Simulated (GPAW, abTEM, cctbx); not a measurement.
## HfCoSn2Pd: the scripts behind a bonding study

Short scripts, each with its output. The start was made by putting kin elements into a known structure type; the compound need not exist, or be stable, in this form.

## Step 1: Relax the structure

```text
cell
1.0
     0.000000000   -4.199000000    0.000000000
     4.199000000    0.000000000    0.000000000
    -2.099500000    2.099500000    5.233500000
Hf Sn Pd Co
1 2 1 1
Direct
0.000000000 0.000000000 0.000000000
0.378300000 0.378300000 0.756600000
0.621700000 0.621700000 0.243400000
0.750000000 0.250000000 0.500000000
0.250000000 0.750000000 0.500000000
```

```python
from ase.constraints import FixSymmetry
from ase.filters import FrechetCellFilter
from ase.io import read, write
from ase.optimize import BFGS
from ase.parallel import parprint
from gpaw import GPAW, PW, FermiDirac

atoms = read("start.vasp")
atoms.set_initial_magnetic_moments([0, 0, 0, 0, 2])
atoms.set_constraint(FixSymmetry(atoms))
atoms.calc = GPAW(mode=PW(570), xc="PBE", kpts={"size": (5, 5, 5), "gamma": True},
                 occupations=FermiDirac(0.1), maxiter=120, symmetry={"tolerance": 1e-5}, txt="relax.txt")
BFGS(FrechetCellFilter(atoms), maxstep=0.15).run(fmax=0.03, steps=40)
parprint("cell  %.4f %.4f %.4f  %.2f %.2f %.2f" % tuple(atoms.cell.cellpar()))
parprint("volume %.3f A^3, largest force %.3f eV/A, largest stress %.2f GPa" % (atoms.get_volume(), abs(atoms.get_forces()).max(), 160.218 * abs(atoms.get_stress()).max()))
atoms.set_constraint()
write("relaxed.vasp", atoms, direct=True)
```

```console
$ OMP_NUM_THREADS=1 mpirun -n 4 gpaw python run.py > gpaw.log
```

```text
gpts.py:43: UserWarning: Initial realspace grid (24,24,35) inconsistent with symmetries.
gpts.py:43: UserWarning: Initial realspace grid (24,24,35) inconsistent with symmetries.
gpts.py:43: UserWarning: Initial realspace grid (24,24,35) inconsistent with symmetries.
gpts.py:43: UserWarning: Initial realspace grid (24,24,35) inconsistent with symmetries.
gpts.py:70: UserWarning: Using symmetrized grid: (35,35,35).
gpts.py:70: UserWarning: Using symmetrized grid: (35,35,35).
gpts.py:70: UserWarning: Using symmetrized grid: (35,35,35).
gpts.py:70: UserWarning: Using symmetrized grid: (35,35,35).
            Step        Energy          fmax
BFGS:    0      -27.579947        1.674088
BFGS:    1      -27.636444        1.431158
BFGS:    2      -27.781394        0.493953
BFGS:    3      -27.801126        0.443988
BFGS:    4      -27.813153        0.254918
BFGS:    5      -27.821221        0.340666
BFGS:    6      -27.829643        0.390115
BFGS:    7      -27.843926        0.564288
gpts.py:43: UserWarning: Initial realspace grid (24,24,36) inconsistent with symmetries.
gpts.py:43: UserWarning: Initial realspace grid (24,24,36) inconsistent with symmetries.
gpts.py:43: UserWarning: Initial realspace grid (24,24,36) inconsistent with symmetries.
gpts.py:43: UserWarning: Initial realspace grid (24,24,36) inconsistent with symmetries.
gpts.py:70: UserWarning: Using symmetrized grid: (36,36,36).
gpts.py:70: UserWarning: Using symmetrized grid: (36,36,36).
gpts.py:70: UserWarning: Using symmetrized grid: (36,36,36).
gpts.py:70: UserWarning: Using symmetrized grid: (36,36,36).
BFGS:    8      -27.868351        0.881618
BFGS:    9      -27.902582        0.942448
BFGS:   10      -27.929956        0.450408
BFGS:   11      -27.937308        0.048747
BFGS:   12      -27.937917        0.010299
cell  4.0595 4.0595 6.5297  108.11 108.11 90.00
volume 96.648 A^3, largest force 0.001 eV/A, largest stress 0.09 GPa
```

Time: 9.8 min on 4 cores of Arm Neoverse V2 (shared host), peak memory 1.8 GiB.

## Step 2: Build the all-electron density and subtract free atoms

```text
cell
1.0
     0.000000000   -4.059451510    0.000000000
     4.059451510    0.000000000    0.000000000
    -2.029725755    2.029725755    5.864894660
Hf Sn Pd Co
1 2 1 1
Direct
0.000000000 0.000000000 0.000000000
0.383759690 0.383759690 0.767519380
0.616240310 0.616240310 0.232480620
0.750000000 0.250000000 0.500000000
0.250000000 0.750000000 0.500000000
```

```python
import numpy as np
from ase.io import read
from ase.units import Bohr
from gpaw import GPAW, PW, FermiDirac
from gpaw.calculator import GPAW as OldGPAW
from gpaw.mpi import serial_comm, world
from scipy.special import erfc
from scipy.spatial import cKDTree

atoms = read("cell.vasp")
atoms.set_initial_magnetic_moments([0, 0, 0, 0, 2])
atoms.calc = GPAW(mode=PW(450), xc="PBE", kpts={"size": (6, 6, 6), "gamma": True},
                 occupations=FermiDirac(0.1), maxiter=120, symmetry={"tolerance": 1e-5}, txt="scf.txt")
atoms.get_potential_energy()
rho = atoms.calc.get_all_electron_density(gridrefinement=2)
moments = atoms.get_magnetic_moments() if atoms.calc.get_number_of_spins() == 2 else np.zeros(len(atoms))
total = atoms.get_magnetic_moment() if moments.any() else 0.0
if world.rank == 0:
    free = OldGPAW(mode=PW(450), xc="PBE", txt=None, communicator=serial_comm)
    neutral = atoms.copy()
    neutral.set_initial_magnetic_moments(None)
    free.initialize(neutral)
    free.set_positions(neutral)
    drho = rho - free.get_all_electron_density(gridrefinement=2)
    # GPAW starts from confined atoms: exchange their smooth part for that of the datasets' free atoms
    h = np.stack(np.meshgrid(*[np.fft.fftfreq(n, 1 / n) for n in drho.shape], indexing="ij"), -1)
    gabs = np.linalg.norm(h @ atoms.cell.reciprocal(), axis=-1)
    tails = np.fft.fftn(free.get_pseudo_density(gridrefinement=2))
    g, form, v0 = np.linspace(0, gabs.max(), 1500), {}, 0
    for e in set(atoms.symbols):
        idx = atoms.symbols.search(e)
        d = free.setups[idx[0]].data
        r, w = d.rgd.r_g * Bohr, d.rgd.r_g**2 * d.rgd.dr_g
        j0 = np.sinc(2 * g[:, None] * r)
        smooth = sum(f * p**2 for f, p in zip(d.f_j, d.phit_jg)) + np.sqrt(4 * np.pi) * d.nct_g
        full = sum(f * p**2 for f, p in zip(d.f_j, d.phi_jg)) + np.sqrt(4 * np.pi) * d.nc_g
        phase = sum(np.exp(-2j * np.pi * h @ s) for s in atoms.get_scaled_positions()[idx])
        tails -= np.interp(gabs, g, j0 @ (smooth * w)) * phase * drho.size / atoms.get_volume()
        form[e] = j0 @ (full * w)
        v0 += 2 * np.pi / 3 * 14.3996 * (full * w * r**2).sum() * len(idx)  # V A^3
    tails *= 0.5 * erfc((gabs - 1.8) / 0.25)  # the tails differ at long wavelengths alone
    drho += np.fft.ifftn(tails).real  # crystal minus superposed spherical free atoms
    np.save("drho.npy", drho)
    dv = atoms.get_volume() / drho.size
    print("grid", drho.shape, " electrons %.3f" % (rho.sum() * dv), " moved by bonding %.3f e" % (abs(drho).sum() * dv / 2))
    pts = np.indices(drho.shape).reshape(3, -1).T / drho.shape @ atoms.cell
    shifts = (np.indices((3, 3, 3)).reshape(3, -1).T - 1) @ atoms.cell
    images = (atoms.positions[None] + shifts[:, None]).reshape(-1, 3)
    dist, idx = cKDTree(images).query(pts, k=4)
    out = drho.ravel()[dist[:, 0] > 0.5]
    print("deformation density beyond 0.5 A of the nuclei: max %.3f, min %.3f e/A^3" % (out.max(), out.min()))
    tie = dist < dist[:, :1] + 1e-4
    q = -np.bincount((idx % len(atoms))[tie], (drho.ravel()[:, None] / tie.sum(1, keepdims=True) * tie)[tie], len(atoms)) * dv
    print("atom        x       y       z   Voronoi charge  moment")
    for a, s, c, m in zip(atoms, atoms.get_scaled_positions(), q, moments):
        print("%-2s%-3d %7.4f %7.4f %7.4f %10.3f %10.2f" % (a.symbol, a.index + 1, *s, c, m))
    np.savez("free.npz", g=g, **form)
    print("mean inner potential of superposed free atoms %.3f V" % (v0 / atoms.get_volume()))
    print("total magnetic moment %.3f muB" % total)
```

```console
$ OMP_NUM_THREADS=1 mpirun -n 4 gpaw python run.py > gpaw.log
```

```text
gpts.py:43: UserWarning: Initial realspace grid (20,20,32) inconsistent with symmetries.
gpts.py:43: UserWarning: Initial realspace grid (20,20,32) inconsistent with symmetries.
gpts.py:43: UserWarning: Initial realspace grid (20,20,32) inconsistent with symmetries.
gpts.py:43: UserWarning: Initial realspace grid (20,20,32) inconsistent with symmetries.
gpts.py:70: UserWarning: Using symmetrized grid: (32,32,32).
gpts.py:70: UserWarning: Using symmetrized grid: (32,32,32).
gpts.py:70: UserWarning: Using symmetrized grid: (32,32,32).
gpts.py:70: UserWarning: Using symmetrized grid: (32,32,32).
grid (64, 64, 64)  electrons 245.000  moved by bonding 1.226 e
deformation density beyond 0.5 A of the nuclei: max 0.389, min -0.278 e/A^3
atom        x       y       z   Voronoi charge  moment
Hf1    0.0000  0.0000  0.0000      0.280       0.06
Sn2    0.3838  0.3838  0.7675     -0.085      -0.01
Sn3    0.6162  0.6162  0.2325     -0.085      -0.01
Pd4    0.7500  0.2500  0.5000      0.225       0.06
Co5    0.2500  0.7500  0.5000     -0.334       0.90
mean inner potential of superposed free atoms 24.334 V
total magnetic moment 1.021 muB
```

Time: 53 s.

## Step 3: Fourier-transform the difference

```python
from cctbx import adptbx, crystal, miller, xray
from cctbx.eltbx import tiny_pse
import numpy as np

cs = crystal.symmetry(unit_cell=(4.0595, 4.0595, 11.7298, 90, 90, 90), space_group_symbol='Hall: I -4 -2')  # I-4m2
atoms = [  # label, site, U (iso, or U11 U22 U33 U12 U13 U23 in A^2), occupancy
    ("Hf1", (0, 0, 0), 0.0000, 1),
    ("Sn1", (0, 0, 0.38376), 0.0000, 1),
    ("Pd1", (0, 0.5, 0.25), 0.0000, 1),
    ("Co1", (0.5, 0, 0.25), 0.0000, 1),
]
xs = xray.structure(crystal_symmetry=cs)
for label, site, u, occ in atoms:
    u = adptbx.u_cif_as_u_star(cs.unit_cell(), u) if isinstance(u, tuple) else u
    xs.add_scatterer(xray.scatterer(label, site=site, u=u, occupancy=occ))
xs.scattering_type_registry(table="wk1995")
drho = np.load("drho.npy")
T = np.array([[0, 1, 0], [-1, 0, 0], [1, 1, 2]])  # conventional axes in terms of the primitive ones
dF = np.fft.ifftn(drho) * 193.29692  # electrons a conventional cell, indexed by primitive hkl
ms = miller.build_set(cs, anomalous_flag=False, d_min=0.9).sort("resolution")
iam = ms.structure_factors_from_scatterers(xs, algorithm="direct").f_calc()
p1 = xs.expand_to_p1()
z = np.array([tiny_pse.table(sc.scattering_type).atomic_number() for sc in p1.scatterers()])
x = np.array(p1.sites_frac())
free = np.load("free.npz")
print("static structure factors of the conventional cell: F in electrons, V (Mott-Bethe) in volts")
print("   h  k  l      d  |F| table  |F| free   |F| DFT   change   |V| free  |V| DFT  change %")
for h, d, table in list(zip(ms.indices(), ms.d_spacings().data(), iam.data()))[:16]:
    df = dF[tuple(np.rint(np.linalg.solve(T, h)).astype(int))]
    phase = np.exp(2j * np.pi * x @ h)
    f = sum(np.interp(1 / d, free["g"], free[sc.scattering_type]) * p for sc, p in zip(p1.scatterers(), phase))
    fz = (z * phase).sum()
    c = 14.3996 * d * d / (np.pi * cs.unit_cell().volume())
    v0, v1 = abs(fz - f) * c, abs(fz - f - df) * c
    print("%4d%3d%3d %7.4f %9.3f %9.3f %9.3f %8.3f %9.3f %8.3f %8s" % (h + (d, abs(table), abs(f), abs(f + df), abs(f + df) - abs(f), v0, v1, "%.1f" % (100 * (v1 / v0 - 1)) if v0 > 0.02 else "-")))
```

```console
$ python run.py
```

```text
static structure factors of the conventional cell: F in electrons, V (Mott-Bethe) in volts
   h  k  l      d  |F| table  |F| free   |F| DFT   change   |V| free  |V| DFT  change %
   0  0  2  5.8649    19.919    20.021    19.789   -0.232     0.040    0.149    269.1
   1  0  1  3.8363    35.834    35.595    34.716   -0.879     1.521    1.643      8.0
   0  0  4  2.9324    84.059    83.706    83.508   -0.198     2.268    2.308      1.8
   1  1  0  2.8705   170.831   171.038   170.667   -0.371     5.268    5.340      1.4
   1  0  3  2.8161   224.111   224.031   223.623   -0.408     7.334    7.407      1.0
   1  1  2  2.5783   258.319   257.911   257.309   -0.602     8.521    8.616      1.1
   1  1  4  2.0513   140.236   140.158   139.501   -0.656     5.689    5.754      1.2
   1  0  5  2.0312   248.760   248.481   248.140   -0.341     7.074    7.107      0.5
   2  0  0  2.0297   374.038   373.453   372.645   -0.808    11.385   11.464      0.7
   0  0  6  1.9550    40.272    40.249    39.529   -0.719     2.411    2.476      2.7
   2  0  2  1.9181    24.333    24.320    24.552    0.232     0.379    0.400      5.3
   2  1  1  1.7941    28.799    28.974    28.673   -0.300     0.978    1.005      2.8
   2  0  4  1.6690    70.894    70.527    70.569    0.042     1.605    1.602     -0.2
   2  1  3  1.6466   190.141   189.868   189.789   -0.080     4.703    4.708      0.1
   1  1  6  1.6158   159.320   158.926   159.066    0.140     4.100    4.091     -0.2
   1  0  7  1.5489    59.157    59.069    59.109    0.040     0.993    0.993     -0.0
```

Time: 0.23 s on 1 core of Arm Neoverse V2 (shared host), peak memory 0.08 GiB.

## Step 4: Rock the beam across one reflection

```python
import abtem
import numpy as np
from ase.build import make_supercell
from ase.io import read

abtem.config.set({"dask.lazy": False, "fft": "fftw", "diagnostics.progress_bar": False})
M = [[-1, 0, 0], [1, 1, 2], [0, 1, 0]]  # rows: x, y and beam direction in the primitive cell's axes
unit = make_supercell(read("cell.vasp"), M)
unit.set_cell(list(unit.cell.lengths()) + [90, 90, 90], scale_atoms=True)
unit.positions[:, 2] += 1.0149  # keeps atomic planes off the slice boundaries
unit.wrap()
slab = unit * (1, 1, 124)
print(slab.get_chemical_formula(), "| box %.2f x %.2f x %.2f A" % tuple(slab.cell.lengths()))

# change of the potential by bonding, from the DFT deformation density (Poisson's equation term by term)
drho = np.load("drho.npy")
prim = read("cell.vasp")
h = np.stack(np.meshgrid(*[np.fft.fftfreq(n, 1 / n) for n in drho.shape], indexing="ij"), -1).reshape(-1, 3).astype(int)
g2 = ((h @ prim.cell.reciprocal()) ** 2).sum(1)
keep = (g2 > 0) & (g2 < 2.5**2)
shape = (91, 261, 24)
vg = np.zeros(shape, complex)
hm = h[keep] @ np.array(M).T
move = np.exp(-2j * np.pi * hm[:, 2] * (1.0149 / unit.cell[2, 2] - 0.5 / shape[2]))  # the same shift, sampled at mid-points
vg[tuple(hm.T % np.array(shape)[:, None])] = -14.3996 / np.pi * (np.fft.fftn(drho).ravel() / drho.size)[keep] / g2[keep] * move
dV = np.fft.ifftn(vg).real * vg.size
dV = dV.reshape(91, 261, 2, 12).mean(3) * unit.cell[2, 2] / 2  # V A, projected in each slice
dV = np.tile(dV.transpose(2, 0, 1), (124, 1, 1))


def build(atoms):
    p = abtem.Potential(atoms, gpts=(91, 261), slice_thickness=[slab.cell[2, 2] / 248] * 248,
                        parametrization="lobato", projection="infinite", exit_planes=62).build()
    p.array[:] += BONDING * dV
    return p


def potentials():
    yield build(slab)  # atoms at rest


for label, BONDING in (("IAM", 0.0), ("DFT", 1.0)):
    print("=====", label)
    potential = build(slab)
    print("grid", potential.gpts, "slices", potential.num_slices)
    thickness = potential.exit_thicknesses
    h = np.array(M) @ np.linalg.solve(np.array([[0, 1, 0], [-1, 0, 0], [1, 1, 2]]), [0, 1, 3])
    ix, iy = round(h[0]) * 1, round(h[1]) * 1
    gxy = h[:2] / unit.cell.lengths()[:2]
    along = gxy / np.hypot(*gxy)
    across = np.array([-along[1], along[0]])
    bragg = 500 * abtem.PlaneWave(energy=200000).wavelength * np.hypot(*gxy)
    print("Bragg angle %.3f mrad; beam tilted 37 mrad off the zone axis across the row" % bragg)
    print("dark-field intensity of 0 1 3 against tilt along the row, in Bragg angles")
    print("  t (A)" + "".join("%8.2f" % s for s in [0.2, 0.4, 0.6, 0.8, 1.0, 1.2, 1.4, 1.6, 1.8, 2.0, 2.2, 2.4, 2.6]))
    rows = []
    row = [(n * ix, n * iy) for n in range(-8, 9)]
    for s in [0.2, 0.4, 0.6, 0.8, 1.0, 1.2, 1.4, 1.6, 1.8, 2.0, 2.2, 2.4, 2.6]:
        tilt = -s * bragg * along + 37 * across
        dp = abtem.PlaneWave(energy=200000, tilt=tuple(tilt)).multislice(potential).diffraction_patterns(max_angle="valid").array
        rows.append(dp[:, dp.shape[1] // 2 + ix, dp.shape[2] // 2 + iy])
        if s == 1.0:
            cx, cy = dp.shape[1] // 2, dp.shape[2] // 2
            share = sum(dp[:, cx + i, cy + j] for i, j in row if abs(i) < cx and abs(j) < cy) / dp.sum(axis=(1, 2))
            total = dp.sum(axis=(1, 2))
    for t, a in list(zip(thickness, np.array(rows).T))[1:]:
        print("%7.1f" % t + "".join("%8.4f" % v for v in a))
    print("at the Bragg tilt, share in the row:", share[1:].round(3).tolist(), "total:", total[1:].round(3).tolist())
```

```console
$ python run.py
```

```text
Co248Hf248Pd248Sn496 | box 4.06 x 11.73 x 503.37 A
===== IAM
grid (91, 261) slices 248
Bragg angle 4.453 mrad; beam tilted 37 mrad off the zone axis across the row
dark-field intensity of 0 1 3 against tilt along the row, in Bragg angles
  t (A)    0.20    0.40    0.60    0.80    1.00    1.20    1.40    1.60    1.80    2.00    2.20    2.40    2.60
  125.8  0.1140  0.1140  0.1113  0.1069  0.1015  0.0954  0.0911  0.0887  0.0871  0.0857  0.0836  0.0807  0.0755
  251.7  0.0783  0.0749  0.1176  0.1802  0.2150  0.2035  0.1706  0.1301  0.0974  0.0759  0.0490  0.0344  0.0322
  377.5  0.0434  0.0216  0.0302  0.1808  0.3256  0.2640  0.1638  0.1080  0.0836  0.0268  0.0243  0.0695  0.0519
  503.4  0.0319  0.0638  0.0071  0.0415  0.2239  0.1395  0.0309  0.0261  0.0681  0.0598  0.0063  0.0437  0.0253
at the Bragg tilt, share in the row: [0.41600000858306885, 0.3160000145435333, 0.34700000286102295, 0.31200000643730164] total: [0.9929999709129333, 0.9860000014305115, 0.9829999804496765, 0.9800000190734863]
===== DFT
grid (91, 261) slices 248
Bragg angle 4.453 mrad; beam tilted 37 mrad off the zone axis across the row
dark-field intensity of 0 1 3 against tilt along the row, in Bragg angles
  t (A)    0.20    0.40    0.60    0.80    1.00    1.20    1.40    1.60    1.80    2.00    2.20    2.40    2.60
  125.8  0.1157  0.1147  0.1110  0.1058  0.0997  0.0933  0.0890  0.0866  0.0853  0.0842  0.0825  0.0799  0.0750
  251.7  0.0827  0.0753  0.1137  0.1733  0.2067  0.1954  0.1638  0.1254  0.0941  0.0729  0.0478  0.0351  0.0330
  377.5  0.0440  0.0211  0.0272  0.1711  0.3179  0.2605  0.1565  0.1045  0.0822  0.0239  0.0247  0.0715  0.0531
  503.4  0.0302  0.0619  0.0070  0.0349  0.2158  0.1430  0.0280  0.0257  0.0719  0.0628  0.0059  0.0456  0.0258
at the Bragg tilt, share in the row: [0.41499999165534973, 0.3059999942779541, 0.33799999952316284, 0.3019999861717224] total: [0.9929999709129333, 0.9860000014305115, 0.9819999933242798, 0.9800000190734863]
```

Time: 17 s.

[Outputs are excerpts: Python notices, other lines and further rows are left out; steps that failed or that the build refused (PBEsol, TPSS) are not shown.]

[Logs are printed without paths, hosts, clocks, repeated set-up lines and the standing remarks that a program may print on its own settings, such as how far it seeks lower states.]
